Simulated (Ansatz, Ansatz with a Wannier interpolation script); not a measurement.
# G0W0 band structure of SnSe2 (1T monolayer), part 2 of 2

Wanted: quasiparticle gap and band widths of SnSe2 (1T monolayer) over the whole zone.

Ansatz 0.2.0; PBE, Wannier functions and G0W0, plane waves, PAW. Known limits of the many-body steps: not at the basis limit; no spin-orbit coupling.

So far. Step 3 (Wannier functions (Se:4p Sn:5p) on 24×24×1): Near the gap the model misses directly solved bands by 0.0 meV r.m.s. and by 0 meV at most in the window tested. This tests the starting bands, not the corrections carried with them. Step 4 (G0W0 at every point of the mesh: 12×12×1 mesh, 623 …): The gap on the mesh goes from 0.80 eV to 1.78 eV, a correction of +0.98 eV.

## 5. Interpolating the corrections

A script adds the corrections, carried to the Wannier functions and back, to the PBE levels, along the path and on a 26×26×1 mesh.

| Property | Result |
| --- | --- |
| G0W0 gap over the zone | 1.773 eV |
| conduction bottom at | M |
| starting gap over the zone | 0.7899 eV |
| least direct G0W0 gap | 2.117 eV |
| G0W0 gap on the mesh | 1.783 eV |
| valence width, start | 4.220 eV |
| valence width, G0W0 | 4.386 eV |
| gap by a rigid shift | 1.773 eV |

Levels solved directly plus the interpolated quasiparticle correction. Limits: finite bands, cutoff and mesh; gap short on this mesh; no spin-orbit coupling. Quasiparticle bands along the path, in eV, zero at the valence-band top of each set:

```
  point  band 20  band 21  band 22  band 23  band 24
      Γ    -0.50    -0.50    -0.07    -0.07     2.53
halfway    -1.83    -1.54    -0.87    -0.10     2.86
      M    -2.23    -2.15    -0.75    -0.34     1.78
halfway    -3.04    -2.47    -0.87    -0.70     2.58
      K    -3.69    -3.24    -0.86    -0.86     2.89
halfway    -2.70    -1.44    -0.90    -0.52     3.21
      Γ    -0.50    -0.50    -0.07    -0.07     2.53
```

The same for PBE:

| point | band 20 | band 21 | band 22 | band 23 | band 24 |
| --- | --- | --- | --- | --- | --- |
| Γ | -0.46 | -0.46 | -0.08 | -0.08 | 1.50 |
| M | -2.19 | -2.15 | -0.65 | -0.31 | 0.79 |
| K | -3.50 | -3.13 | -0.78 | -0.78 | 1.81 |
| Γ | -0.46 | -0.46 | -0.08 | -0.08 | 1.50 |

The first set of quasiparticle bands as a text plot (rows in eV):

```
    3.2 |   ++++++                             ++++++++++++++
    2.8 | ++      ++                +++++++++++              +++
    2.5 |+          ++            ++                            +
    2.2 |             ++        ++
    1.9 |               ++++++++
    1.6 |
    1.2 |
    0.9 |
    0.6 |
    0.3 |
    0.0 |*************                                     ******
   -0.4 |***          **********               *******   ****   *
   -0.7 | ****      *********************  ****       ***    ***
   -1.0 |***********               ************   ****   ********
   -1.3 |   **  **                             ***  *****  **
   -1.7 |       ******                            **     **
   -2.0 |     **  **********                             **
   -2.3 |             *************            ***    ***
   -2.6 |       **              ** **        **     *****
   -2.9 |         **              ** ***   **     ****
   -3.3 |                           *   ***    ***
   -3.6 |           **               **********   **
   -3.9 |             **             ****  *******
   -4.2 |               *************
         Γ                   M           K                      Γ
```

The density of states has structure finer than the step of the table below, so its rows give means over 0.5 eV, whole bins alone (the curve runs from -5 to 4.7 eV). Peaks (eV: height): G0W0 -4.00: 2.00, -2.20: 3.55, -0.80: 5.30, 2.90: 2.24; PBE -2.20: 3.66, -0.70: 5.35, 1.80: 2.33.

Wannier model on a dense mesh, Gaussian width 0.15 eV. Limits: finite bands, cutoff and mesh; gap short on this mesh; no spin-orbit coupling. The density of states by energy, zero at the valence-band top of each set; means over each step; values in states/eV/cell:

```
energy (eV)     G0W0     PBE
       -4.5    0.435   0.105
       -4.0     1.77    1.45
       -3.5     1.17    1.52
       -3.0     1.42    1.57
       -2.5     2.46    2.43
       -2.0     2.38    2.47
       -1.5     1.38    1.27
       -1.0     3.89    3.28
       -0.5     4.06    4.67
        0.0     1.04    1.23
        0.5  0.00400  0.0469
        1.0        0   0.635
        1.5   0.0487    1.32
        2.0    0.600    1.83
        2.5     1.11   0.176
        3.0     1.87  0.0424
        3.5    0.365   0.203
        4.0   0.0404    1.05
```

Corrections by starting level (eV, on the run's own energy scale, so only their differences matter):

| start | correction |
| --- | --- |
| -4.21 | −0.70 |
| -3.50 | −0.72 |
| -2.84 | −0.56 |
| -2.31 | −0.55 |
| -2.06 | −0.54 |
| -1.38 | −0.59 |
| -0.98 | −0.66 |
| -0.77 | −0.61 |
| -0.61 | −0.62 |
| -0.42 | −0.54 |
| -0.23 | −0.54 |
| 0.00 | −0.54 |
| 0.93 | +0.46 |
| 1.30 | +0.48 |
| 1.82 | +0.54 |
| 3.06 | +0.47 |
| 4.45 | +0.50 |
| 5.29 | +0.52 |

## 6. PBE+SOC bands, for comparison

Spin-orbit coupling can split or shift the edges; a non-collinear run measures by how much.

This step: DFT, PBE with spin-orbit coupling, plane waves, PAW.

Contents of input.yaml:

```yaml
crystal:
  lattice:
    - [3.869828627, 0.0, 0.0]
    - [-1.9349143135, 3.3513698993, 0.0]
    - [0.0, 0.0, 29.6]
  atoms:
    - { symbol: Sn, position: [0.0, 0.0, 0.5] }
    - { symbol: Se, position: [0.3333333333, 0.6666666667, 0.553854345] }
    - { symbol: Se, position: [0.6666666667, 0.3333333333, 0.446145655] }
  periodic: [true, true, false]
kpoints:
  mp_grid: { grid: [12, 12, 1] }
  band_path:
    path:
      - [0, 0, 0]
      - [0.5, 0, 0]
      - [0.3333333333333, 0.3333333333333, 0]
      - [0, 0, 0]
    npoints: 10
hamiltonian:
  xc: pbe
scf:
  occupations: { method: fermi_dirac, width: 0.02 }
  n_extra_bands: 10
magnetization:
  noncollinear: true
  spin_orbit: true
output:
  eigenvalues: true
```

Started as:

```bash
> ansatz run input.yaml --threads 12 --pin off --max-ram 27648MiB --backend cpu --events-out ev --progress --plain --runs-dir out
```

Numbers of over 12 decimals in the logs are rounded to 6 here.

The program printed:

```text
[...]
non-collinear run that drives no moment, with spin-orbit: no starting moment large enough to seed its density (crystal.atoms[].spin), no starting occupations that ask for one, no magnetisation constraint and no magnetic field, so the semilocal B_xc is pinned to zero
Crystal: 3 atoms, lattice volume = 383.889 Å³
Basis set: ecut = 420 eV, 7587 PW (Γ)
Bands: 56, of which v1, the nominal top of the filled ones, is band 46 counted from 1 (45 counted from 0)
Symmetry: 12 space group operations + 12 with time reversal
[...]
k-points: 19 of 144
Projection manifold: j_resolved (fully-relativistic pseudo-atomic orbitals)
[...]
iter 1 solved again at ethr=2.31e-3 eV; its pass at ethr=3.10e-3 eV (dr2=1.06e0 eV) is discarded
SCF iter   1: F=—  HF=-16966.131838 eV  |F-HF|=—  |Δ(HF+E_count)|=         —  Δρ=1.41e-2  dr2=1.05e0  dr2_m=0.00e0 (ungated)  ethr=2.31e-3  |M|=0.00e0 ∫|m|=0.00e0 μB  |m|>n=0.0e0 m-floor=0.0e0 τ_xc=0.0e0  β_m=0.30  ⟨swp⟩=1.5  Hψ=4263  notcnv=0
[...]
spin=Noncollinear: Resta preconditioning applied to the charge; magnetization (m_x, m_y, m_z) channels mix plain (no charge-response kernel on spin).
SCF iter   2: F=—  HF=-16965.899247 eV  |F-HF|=—  |Δ(HF+E_count)|=   2.33e-1  Δρ=8.59e-3  dr2=2.68e-1  dr2_m=0.00e0 (ungated)  ethr=2.29e-3  |M|=0.00e0 ∫|m|=0.00e0 μB  |m|>n=0.0e0 m-floor=0.0e0 τ_xc=0.0e0  β_m=0.43  ⟨swp⟩=3.3  Hψ=760  notcnv=0
[...]
SCF iter   8: F=-16965.860366 eV  HF=-16965.860366 eV  |F-HF|=5.93e-9  |Δ(HF+E_count)|=   6.51e-7  Δρ=1.79e-6  dr2=1.23e-8  dr2_m=0.00e0 (ungated)  ethr=2.17e-10  |M|=0.00e0 ∫|m|=0.00e0 μB  |m|>n=0.0e0 m-floor=0.0e0 τ_xc=0.0e0  ⟨swp⟩=15.7  Hψ=2468  notcnv=0
SCF 1 converged in 8 iterations: F = -16965.860366 eV  dr2 = 1.23e-8
[...]
SCF converged after 8 iterations
Magnetization: |M| = 0.0000 μB,  M = (+0.0000, +0.0000, +0.0000) μB
Absolute magnetization: 0.0000 μB (∫|m|)
  site 0: m = (+0.0000, +0.0000, +0.0000) μB, |m| = 0.0000 μB  (R = 1.13 Å)
  site 1: m = (+0.0000, +0.0000, +0.0000) μB, |m| = 0.0000 μB  (R = 1.13 Å)
  site 2: m = (+0.0000, +0.0000, +0.0000) μB, |m| = 0.0000 μB  (R = 1.13 Å)
Free energy (F): -16965.860366 eV
[...]
Internal energy: -16965.860366 eV  (E = F + TS)
E sigma→0 (E₀):  -16965.860366 eV
Fermi energy:    -5.624665 eV
[...]
--- Band table (eV; the first three rows and the last of 19) ---
  k-point 0: bands = [... 42 lower, -6.2807, -6.2807, -6.0012, -6.0012, -4.5321, -4.5321, -3.0418, -3.0418, ... 6 higher]
  k-point 1: bands = [... 42 lower, -6.4427, -6.4427, -6.0460, -6.0460, -4.1589, -4.1589, -2.6214, -2.6214, ... 6 higher]
  k-point 2: bands = [... 42 lower, -6.8920, -6.8920, -6.0475, -6.0475, -3.8863, -3.8863, -2.2718, -2.2718, ... 6 higher]
  k-point 18: bands = [... 42 lower, -6.8639, -6.8639, -6.7913, -6.7913, -4.2350, -4.2350, -0.8768, -0.8768, ... 6 higher]
  ° read free of the cell's end (the report's vacuum.weakly_bound_levels)
```

Elapsed: 11 s, on 12 threads of Intel Xeon 6975P-C (Granite Rapids), shared host; peak memory 3.4 GiB; 2 min of CPU time.

This step gave:

| Item | Value |
| --- | --- |
| filled bands | 46 |
| gap | 0.7589 eV |
| valence top at | Γ |
| conduction bottom at | M |
| least direct gap | 1.086 eV |

The gap stands −0.03 eV against PBE, and the valence top moves to Γ.

The electronic bands at the labelled points (eV, zero at the top of the highest nominally filled band):

```csv
point,band 43,band 44,band 45,band 46,band 47,band 48,band 49,band 50
Γ,-0.28,-0.28,0.00,0.00,1.47,1.47,2.96,2.96
halfway,-0.82,-0.82,-0.12,-0.12,1.76,1.76,3.98,3.98
M,-0.75,-0.75,-0.33,-0.33,0.76,0.76,4.02,4.02
halfway,-0.89,-0.89,-0.64,-0.64,1.49,1.49,4.96,4.96
K,-0.86,-0.86,-0.79,-0.79,1.77,1.77,5.12,5.12
halfway,-0.92,-0.92,-0.46,-0.46,2.07,2.07,4.55,4.55
Γ,-0.28,-0.28,0.00,0.00,1.47,1.47,2.96,2.96
```

## 7. What came out

```yaml
pbe_gap: 0.79 eV
g0w0_gap_over_the_zone: 1.77 eV, indirect
least_direct_g0w0_gap_in_the_model: 2.12 eV
with_the_spin_orbit_change: 1.74 eV
gw_settings: 12×12×1 mesh, 623 empty bands, screening to 80 eV
known_limits: not at the basis limit; no spin-orbit coupling
```

In words: The Wannier model follows the PBE bands to under 1 meV r.m.s. near the gap. The G0W0 gap over the zone is 1.77 eV, indirect, from k = (0.122, 0.000, 0.000) to M; on the mesh alone it is 1.78 eV, and a rigid shift of the PBE bands would give 1.77 eV. The valence width in the model goes from 4.22 eV to 4.39 eV. PBE+SOC gives a gap of 0.76 eV on the same path, a spin-orbit change of −0.03 eV that would bring the G0W0 gap to 1.74 eV. Bands and cutoff are finite, so the gap is not at the basis limit. The miss can reach some tenths of an eV and take either sign; the mesh is an error of its own. Above the frozen window of the model the interpolated levels need not meet the computed ones, even at points of the mesh.

[Paths, hosts, dates, memory and timing lines, banners, echoed tables and standing remarks are left out of the program output.]

[Logs are printed without paths, hosts, clocks, repeated set-up lines and the standing remarks that a program may print on its own settings, such as how far it seeks lower states.]

[Runs of the session that timed out or met a known fault of the program may be left out.]

[Hosts, paths, dates, database ids (printed as entryN), source tags and the programs' standing remarks are cut or masked in the printed files.]
